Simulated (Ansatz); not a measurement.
# (BaO)1(NaCl)2 [001] superlattice, started as rocksalt type: phonons and vibrational spectra, part 2 of 3

Task: relax (BaO)1(NaCl)2 [001] superlattice, started as rocksalt type, then find its harmonic phonons.

Ansatz 0.2.0; DFT PBEsol, scalar-relativistic, plane waves, PAW.

So far: The structure; Rough relaxation; Bringing the structure to rest. The relaxed cell has a = 3.848, c = 17.296 Å (conventional setting).

The structure was built from a prototype and need not be the compound's stable phase.

## 4. Tight relaxation

Phonons need a cell at rest on their own settings, so the relaxation is repeated with tight tolerances on forces and stress on the k mesh and occupations of the first response run.

input.yaml

```yaml
crystal:
  lattice:
    - [2.7211301808, 2.7211301808, 0.0]
    - [-2.7211301808, 2.7211301808, 0.0]
    - [2.7211301808, 0.0, 8.6481350426]
  atoms:
    - { symbol: Ba, position: [0.0, 0.0, 0.0] }
    - { symbol: Cl, position: [0.8238803314, 0.1761196686, 0.3522393372] }
    - { symbol: Cl, position: [0.1761196686, 0.8238803314, 0.6477606628] }
    - { symbol: Na, position: [0.3465158544, 0.6534841456, 0.3069682911] }
    - { symbol: Na, position: [0.6534841456, 0.3465158544, 0.6930317089] }
    - { symbol: O, position: [0.5, 0.5, 0.0] }
kpoints:
  mp_grid: { grid: [8, 8, 8] }
hamiltonian:
  xc: pbesol
scf:
  occupations: { method: fixed }
output:
  forces: true
  stress: true
  eigenvalues: true
  write_density: true
  write_potential: true
  elf: true
  volumetric_format: npy
relax:
  adjacent_minimum: "off"
  f_tol: 0.001
  max_steps: 60
  cell: { stress_tol: 0.01 }
```

Command:

```console
$ ansatz run input.yaml --threads 8 --pin off --max-ram 14336MiB --backend cpu --events-out ev --progress --plain --runs-dir out
```

Numbers of over 12 decimals in the logs are rounded to 6 here.

The log of the run:

```text
[...]
Crystal: 6 atoms, lattice volume = 128.071 Å³
Basis set: ecut = 420 eV, 2521 PW (Γ), exchange–correlation on 54×54×128 points (8 copies of the dense FFT grid, shifted against one another)
Bands: 30, of which v1, the nominal top of the filled ones, is band 24 counted from 1 (23 counted from 0)
Symmetry: 16 space group operations
[...]
k-points: 59 of 512
[...]
cell:  # Å, volume = 128.0959 Å³
    - [2.721034, 2.721034, 0.0]
    - [-2.721034, 2.721034, 0.0]
    - [2.721034, 0, 8.650417]
  atoms:
    - { symbol: Ba, position: [0, 0, 0] }
    - { symbol: Cl, position: [0.823924, 0.176076, 0.352152] }
    - { symbol: Cl, position: [0.176076, 0.823924, 0.647848] }
    - { symbol: Na, position: [0.346542, 0.653458, 0.306917] }
    - { symbol: Na, position: [0.653458, 0.346542, 0.693083] }
    - { symbol: O, position: [0.500000, 0.500000, 0] }
[key lines of the parts left out:]
SCF converged after 6 iterations
Free energy (F): -11506.278078 eV
Fermi energy:    5.516741 eV
P = ⅓ Tr σ = 0.0011 GPa (0.011 kbar)
```

It took 7.2 s on 8 threads of Arm Neoverse V1, shared host; peak memory 0.67 GiB; 53 s of CPU time.

Little changed from the start: no atom moved by 0.005 Å and no cell edge by 0.1 %.

Numbers from this step:

```yaml
pressure: 0.001051 GPa
gap_on_the_k_mesh: 2.572 eV
direct_gap_on_mesh: 2.858 eV
```

Electrostatic potential energy in the ac plane of the conventional cell at fractional y = 0.000, with atoms of Ba and Cl and Na and O within 0.2 Å of it. With pseudopotentials it is smooth inside the atoms' cores, unlike the true potential.

Ten even steps from '_' (-46 eV) to '@' (10 eV), each cell a mean:
```
::::--++%%@@@@@@@@%%##==--::
####%%%%@@@@@@@@@@@@@@%%####
%%%%@@@@@@@@@@@@@@@@@@@@@@%%
..::++%%@@@@@@@@@@@@@@##==..
__..==%%@@@@@@@@@@@@@@**::__
##%%@@@@@@@@@@@@@@@@@@@@%%%%
@@@@@@@@@@@@@@@@@@@@@@@@@@@@
--==##%%@@@@@@@@@@@@@@%%**--
__..++%%@@@@@@@@@@@@@@##==__
%%%%@@@@@@@@@@@@@@@@@@@@%%%%
@@@@@@@@@@@@@@@@@@@@@@@@@@@@
..--##@@@@@@@@@@@@@@@@@@++::
--++%%@@@@@@@@@@@@@@@@@@##==
@@@@@@@@@@@@@@@@@@@@@@@@@@@@
**##%%@@@@@@@@@@@@@@@@@@%%##
____++%%@@@@@@@@@@@@@@##--__
++**%%@@@@@@@@@@@@@@@@%%##++
@@@@@@@@@@@@@@@@@@@@@@@@@@@@
**##%%@@@@@@@@@@@@@@@@@@##**
____--##@@@@@@@@@@@@@@**..__
--==**%%@@@@@@@@@@@@@@%%++--
@@@@@@@@@@@@@@@@@@@@@@@@@@@@
++**##%%@@@@@@@@@@@@%%##**++
..::--++##%%@@@@@@%%**==::..
```
Columns run along a (3.8 Å; values clipped at the 3rd and 97th percentile), rows up along c (17.3 Å), edges of the conventional cell, whose origin can differ from the input's. Atoms in or near the plane, at fractional coordinates: Ba at (0.00, 0.00), Cl at (0.00, 0.18), Cl at (0.00, 0.82), Na at (0.00, 0.65), Na at (0.00, 0.35), O at (0.00, 0.50).

ELF in the ac plane of the conventional cell at fractional y = 0.000, with atoms of Ba and Cl and Na and O within 0.2 Å of it. It is the smooth field of the valence electrons, not physical close to the nuclei.

Ten even steps from '0' (0.01) to '9' (0.86), each cell a mean:
```
46996200038985
65431000002456
65542100013456
78998410268998
68998410269997
99863100025789
11000000000011
55300000000145
46510000000365
21000000000012
66542000013566
68974100026897
78874100025898
44431000002344
33100000000023
45620000000465
44200000000134
33210000000123
99975200036899
57998510269996
89997400158999
44321000012334
77652000013677
24896200048973
```
Columns run along a (3.8 Å), rows up along c (17.3 Å), edges of the conventional cell, whose origin can differ from the input's. Atoms in or near the plane, at fractional coordinates: Ba at (0.00, 0.00), Cl at (0.00, 0.18), Cl at (0.00, 0.82), Na at (0.00, 0.65), Na at (0.00, 0.35), O at (0.00, 0.50).

Valence density in the ac plane of the conventional cell at fractional y = 0.000, with atoms of Ba and Cl and Na and O within 0.2 Å of it. It is the smooth field of the valence electrons, not physical close to the nuclei.

Ten steps, logarithmic in the rise over the least value, from '0' (0 e/Å³) to '9' (16 e/Å³), each cell a mean:
```
44432100012444
32210000000123
22110000000122
44431000012344
44432000012454
33210000001123
00000000000000
86300000000157
98510000000269
21000000000012
22110000000122
76421000001357
66421000001356
11100000000011
53100000000024
98510000000379
64200000000135
00000000000000
43321000001234
34532100012454
44421000012344
21100000000112
33310000001233
34442100013443
```
Columns run along a (3.8 Å), rows up along c (17.3 Å), edges of the conventional cell, whose origin can differ from the input's. Atoms in or near the plane, at fractional coordinates: Ba at (0.00, 0.00), Cl at (0.00, 0.18), Cl at (0.00, 0.82), Na at (0.00, 0.65), Na at (0.00, 0.35), O at (0.00, 0.50).

The largest force component left is 0.32 meV/Å and the pressure is 0.001 GPa, within the tolerances set. The cell now holds 21.35 Å³/atom.

## 5. Linear response at the zone centre

The zone centre is the only wavevector solved here; it holds the modes that light can see, as far as symmetry allows. The response to a homogeneous field gives the Born charges and the dielectric tensor, and its change with displacement the Raman tensors.

input.yaml

```yaml
crystal:
  lattice:
    - [2.721034361, 2.721034361, 0.0]
    - [-2.721034361, 2.721034361, 0.0]
    - [2.721034361, 0.0, 8.6504165638]
  atoms:
    - { symbol: Ba, position: [0.0, 0.0, 0.0] }
    - { symbol: Cl, position: [0.8239237532, 0.1760762468, 0.3521524937] }
    - { symbol: Cl, position: [0.1760762468, 0.8239237532, 0.6478475063] }
    - { symbol: Na, position: [0.3465416553, 0.6534583447, 0.3069166895] }
    - { symbol: Na, position: [0.6534583447, 0.3465416553, 0.6930833105] }
    - { symbol: O, position: [0.5, 0.5, 0.0] }
kpoints:
  mp_grid: { grid: [8, 8, 8] }
hamiltonian:
  xc: pbesol
scf:
  occupations: { method: fixed }
output:
  eigenvalues: true
phonons:
  method: dfpt
  dielectric: true
  rigid_motions: translations
  raman: true
```

The log of the run:

```text
Warning: crystal.symmetry: narrowed to the stabiliser of the run's FFT grids — unitary ops 16 → 4. A phonons.method: dfpt run fills in the rows of the dynamical matrix that it does not solve by its symmetry operations, which is exact only for operations that map its FFT grids onto themselves: filled in by any other, the frequencies could depend on the order in which like atoms are typed, or, by more than the grids' own error, on where the crystal sits among the grids' points. Excluded: 12 operations. The run can therefore solve more perturbations, solve them on more k-points, or both, and cost more. [rest of the remark cut]
[...]
Crystal: 6 atoms, lattice volume = 128.096 Å³
Basis set: ecut = 420 eV, 2521 PW (Γ), exchange–correlation on 54×54×128 points (8 copies of the dense FFT grid, shifted against one another)
Bands: 30, of which v1, the nominal top of the filled ones, is band 24 counted from 1 (23 counted from 0)
Symmetry: 16 space group operations
k-points: 260 of 512 (irreducible under 1 space group operation, time reversal used)
[...]
SCF iter   1: F=—  HF=-11506.302166 eV  |F-HF|=—  |Δ(HF+E_count)|=         —  Δρ=7.94e-3  dr2=8.91e-2  ethr=1.77e-3  ⟨swp⟩=5.1  Hψ=31536  notcnv=0  defer=933
[...]
SCF iter  10: F=-11506.278078 eV  HF=-11506.278078 eV  |F-HF|=3.64e-12  |Δ(HF+E_count)|=  1.09e-11  Δρ=6.84e-8  dr2=7.15e-12  ethr=1.00e-12  ⟨swp⟩=13.7  Hψ=59476  notcnv=0
SCF 1 converged in 10 iterations: F = -11506.278078 eV  dr2 = 7.15e-12
[...]
NSCF: frozen V_eff on 3 k-points
DFPT response loops at Γ: preconditioner auto → Resta (q_TF=auto, 2.317 Å⁻¹)  ε∞=4.8 (no band partly filled); β = 1.00, the filter's whole step (`scf.mixing.beta` (0.50) is not read by the response loops at its default; to damp them type it under 1.00, their step now; it binds the ground state too); Broyden in place of MSR1
── the response to a field inside a basis, on 8×8×8 k-points: an SCF that follows is theirs, and a resumed run solves both again ──
Bands: 25, of which v1, the nominal top of the filled ones, is band 24 counted from 1 (23 counted from 0)
k-points: 144 of 512 (irreducible under 4 space group operations)
[...]
Eigensolver: Dense (144 Hₖ)
SCF iter   1: F=—  HF=-11506.259205 eV  |F-HF|=—  |Δ(HF+E_count)|=         —  Δρ=2.06e-4  dr2=1.42e-5  ethr=1.00e-1
[...]
SCF iter   6: F=-11506.259208 eV  HF=-11506.259208 eV  |F-HF|=4.73e-11  |Δ(HF+E_count)|=   1.29e-9  Δρ=2.00e-7  dr2=4.87e-11  ethr=3.27e-12
SCF 1 converged in 6 iterations: F = -11506.259208 eV  dr2 = 4.87e-11
[...]
SCF converged after 10 iterations
Free energy (F): -11506.278078 eV
[...]
Internal energy: -11506.278078 eV  (E = F + TS)
E sigma→0 (E₀):  -11506.278078 eV
Fermi energy:    5.516740 eV
[...]
--- Band table (eV; the first three rows and the last of 260) ---
  k-point 0: bands = [... 20 lower, 2.8312, 4.4786, 5.2311, 5.2311, 8.0890, 8.3689, 10.2758, 11.0695, ... 2 higher]
  k-point 1: bands = [... 20 lower, 2.8264, 4.4683, 5.2311, 5.2311, 8.1784, 8.3664, 10.1284, 11.1722, ... 2 higher]
  k-point 2: bands = [... 20 lower, 2.8144, 4.4460, 5.2310, 5.2310, 8.3604, 8.4218, 9.8481, 11.2968, ... 2 higher]
  k-point 259: bands = [... 20 lower, 2.5094, 4.4932, 5.5149, 5.5167, 8.6473, 8.9640, 10.4302, 11.2512, ... 2 higher]
--- Phonons (Γ-DFPT): 12 representative perturbations + reference, on 260 of 512 k-points (Σ response iterations 41) ---
  ASR residual: 3.500e-4 → 0.000e0 eV/Å²; symmetrization residual: 1.089e-5 eV/Å²
  The last average, over the group as it would stand without the narrowing to the FFT grids, took up to 4.001e-6 eV/Å² of the zone centre's force constants
  ASR residual per site (eV/Å²): 4.29e-5 3.17e-5 3.17e-5 3.50e-4 3.50e-4 1.73e-4
  Γ frequencies (cm⁻¹): 0.00 0.00 0.00 38.85 54.85 54.85 81.21 81.21 123.03 129.36 129.36 162.98 200.64 200.65 200.65 202.89 202.89 214.00
  ε∞ (high-frequency dielectric tensor):
        3.257327    -0.000000     0.000000
       -0.000000     3.257327     0.000000
        0.000000     0.000000     3.063331
  ε⁰ (static dielectric tensor: ions relaxed, cell fixed):
       29.545788    -0.000000    -0.000000
       -0.000000    29.545788     0.000000
       -0.000000     0.000000    63.769192
  ε⁰ − ε∞ (ionic part):
       26.288461    -0.000000    -0.000000
       -0.000000    26.288461     0.000000
       -0.000000     0.000000    60.705861
  softest optical mode at Γ: 38.85 cm⁻¹; the repairs (sum rule, projections) moved no ω² at Γ by more than (2.95 cm⁻¹)²
  Born effective charges Z* (e; rows j = field, columns β = displacement):
    site 0:
         2.85915   -0.00000    0.00000
         0.00000    2.85915   -0.00000
         0.00000    0.00000    1.97289
    site 1:
        -1.03689    0.00000   -0.00000
        -0.00000   -1.03689   -0.00000
         0.00000    0.00000   -1.36338
    site 2:
        -1.03689    0.00000    0.00000
        -0.00000   -1.03689   -0.00000
        -0.00000    0.00000   -1.36338
    site 3:
         1.09041   -0.00000   -0.00000
         0.00000    1.09041    0.00000
         0.00000   -0.00000    1.12284
    site 4:
         1.09041   -0.00000    0.00000
         0.00000    1.09041   -0.00000
        -0.00000    0.00000    1.12284
    site 5:
        -2.96620   -0.00000    0.00000
         0.00000   -2.96620   -0.00000
         0.00000    0.00000   -1.49182
  Z* charge neutrality: 6.061e-3 e pre-enforcement
  solved inside a basis spanned on kpoints, on 8×8×8 k-points: ε∞ is read to err by 9.0e-3, Z* by 1.2e-2 e (field_mesh: kpoints solves on kpoints); Z* is corrected for what the basis lacks
  Raman tensors (in the event stream and the table raman_tensors.tsv): an entry may err by 9.2e-3 Å², one of the second-order susceptibility by 6.6e-20 pm/V (basis, points and sum rule); their sum over the sites missed zero by 1.110e-16 Å² ahead of its enforcement
  optical modes at Γ without the LO–TO term, one row a degenerate level:
      ω (cm⁻¹)  modes    IR ((D/Å)²/amu)  static Raman (Å⁴/amu)  depolarisation
         38.85      1             5.3174                 0.0000               —
         54.85      2             5.0828                 0.0000               —
         81.21      2             0.0000                 0.9025           0.750
        123.03      1             0.0000                 1.4018           0.023
        129.36      2            20.2677                 0.0000               —
        162.98      1             2.9782                 0.0000               —
        200.64      1             0.0000                 1.1811           0.032
        200.65      2            10.3423                 0.0000               —
        202.89      2             0.0000                 1.7458           0.750
        214.00      1             0.5173                 0.0000               —
  optical modes at Γ + LO–TO along q̂ = [1.0000, 0.0000, 0.0000]:
      ω (cm⁻¹)  modes    IR ((D/Å)²/amu)  static Raman (Å⁴/amu)  depolarisation
         38.85      1             5.3174                 0.0000               —
         54.85      1             2.5414                 0.0000               —
         71.43      1             0.0581                 0.0000               —
         81.21      2             0.0000                 0.9025           0.750
        123.03      1             0.0000                 1.4018           0.023
        129.36      1            10.1339                 0.0000               —
        162.98      1             2.9782                 0.0000               —
        177.23      1             0.3293                 0.0000               —
        200.64      1             0.0000                 1.1811           0.032
        200.65      1             5.1712                 0.0000               —
        202.89      2             0.0000                 1.7458           0.750
        214.00      1             0.5173                 0.0000               —
        338.70      1            17.4590                 0.0000               —
  optical modes at Γ + LO–TO along q̂ = [0.0000, 1.0000, 0.0000]:
      ω (cm⁻¹)  modes    IR ((D/Å)²/amu)  static Raman (Å⁴/amu)  depolarisation
         38.85      1             5.3174                 0.0000               —
         54.85      1             2.5414                 0.0000               —
         71.43      1             0.0581                 0.0000               —
         81.21      2             0.0000                 0.9025           0.750
        123.03      1             0.0000                 1.4018           0.023
        129.36      1            10.1339                 0.0000               —
        162.98      1             2.9782                 0.0000               —
        177.23      1             0.3293                 0.0000               —
        200.64      1             0.0000                 1.1811           0.032
        200.65      1             5.1712                 0.0000               —
        202.89      2             0.0000                 1.7458           0.750
        214.00      1             0.5173                 0.0000               —
        338.70      1            17.4590                 0.0000               —
  optical modes at Γ + LO–TO along q̂ = [0.0000, 0.0000, 1.0000]:
      ω (cm⁻¹)  modes    IR ((D/Å)²/amu)  static Raman (Å⁴/amu)  depolarisation
         54.85      2             5.0828                 0.0000               —
         81.21      2             0.0000                 0.9025           0.750
        117.40      1             0.6263                 0.0000               —
        123.03      1             0.0000                 1.4018           0.023
        129.36      2            20.2677                 0.0000               —
        200.64      1             0.0000                 1.1811           0.032
        200.65      2            10.3423                 0.0000               —
        202.89      2             0.0000                 1.7458           0.750
        205.12      1             0.6387                 0.0000               —
        256.73      1             7.5479                 0.0000               —
```

Elapsed: 12 min, on 8 threads; peak memory 4.5 GiB.

Reading the cycles: dr2 is the Hartree energy of the density residual (eV), the measure of convergence; HF is the Harris–Foulkes estimate of the energy, which meets the free energy F at convergence.

Numbers from this step:

```yaml
sum_rule_residual_before_enforcement: 3.50e-4 eV/Å²
miss_of_the_charge_sum_rule: 0.006061 e
estimated_error_of_the_dielectric_tensor: 0.009047
estimated_error_of_the_born_charges: 0.01225 e
point_group: 4/mmm
highest_optical_mode_at_the_zone_centre_no_lo_to_term: 214 cm⁻¹
lowest_optical_zone_centre_mode: 38.85 cm⁻¹
mean_high_frequency_dielectric_constant: 3.193
largest_born_charge_third_of_the_trace: 2.564 e
mean_static_dielectric_constant: 40.95
top_of_the_zone_centre_spectrum_with_the_field: 338.7 cm⁻¹
```

Without the LO-TO term. Patterns of degenerate modes are one choice out of their space. The modes at Γ (shares of kinetic energy by element, %):

```csv
mode,frequency (cm⁻¹),symmetry,Ba %,Cl %,Na %,O %
1,0.0,acoustic,51,26,17,6
2,0.0,acoustic,51,26,17,6
3,0.0,acoustic,51,26,17,6
4,38.9,A2u,4,2,67,28
5,54.9,Eu,49,33,14,4
6,54.9,Eu,49,33,14,4
7,81.2,Eg,0,63,37,0
8,81.2,Eg,0,63,37,0
9,123.0,A1g,0,8,92,0
10,129.4,Eu,0,10,1,89
11,129.4,Eu,0,10,1,89
12,163.0,A2u,34,66,0,0
13,200.6,not assigned,0,92,8,0
14,200.7,not assigned,0,31,68,1
15,200.7,not assigned,0,31,68,1
16,202.9,Eg,0,37,63,0
17,202.9,Eg,0,37,63,0
18,214.0,A2u,11,6,16,67
```

Displacements in mode 4 (38.9 cm⁻¹), the largest set to 1:
```
Ba1  0.00  0.00 -0.12
Cl2  0.00  0.00 -0.13
Cl3  0.00  0.00 -0.13
Na4  0.00  0.00  0.92
Na5  0.00  0.00  0.92
O6   0.00  0.00 -1.00
```

Displacements in mode 12 (163.0 cm⁻¹), the largest set to 1:
```
Ba1  0.00  0.00  0.52
Cl2  0.00  0.00 -1.00
Cl3  0.00  0.00 -1.00
Na4  0.00  0.00  0.00
Na5  0.00  0.00  0.00
O6   0.00  0.00  0.01
```

(Part 2 of 3 ends here.)

[Logs are printed without paths, hosts, clocks, repeated set-up lines and the standing remarks that a program may print on its own settings, such as how far it seeks lower states.]

[Hosts, paths, dates, database ids (printed as entryN), source tags and the programs' standing remarks are cut or masked in the printed files.]
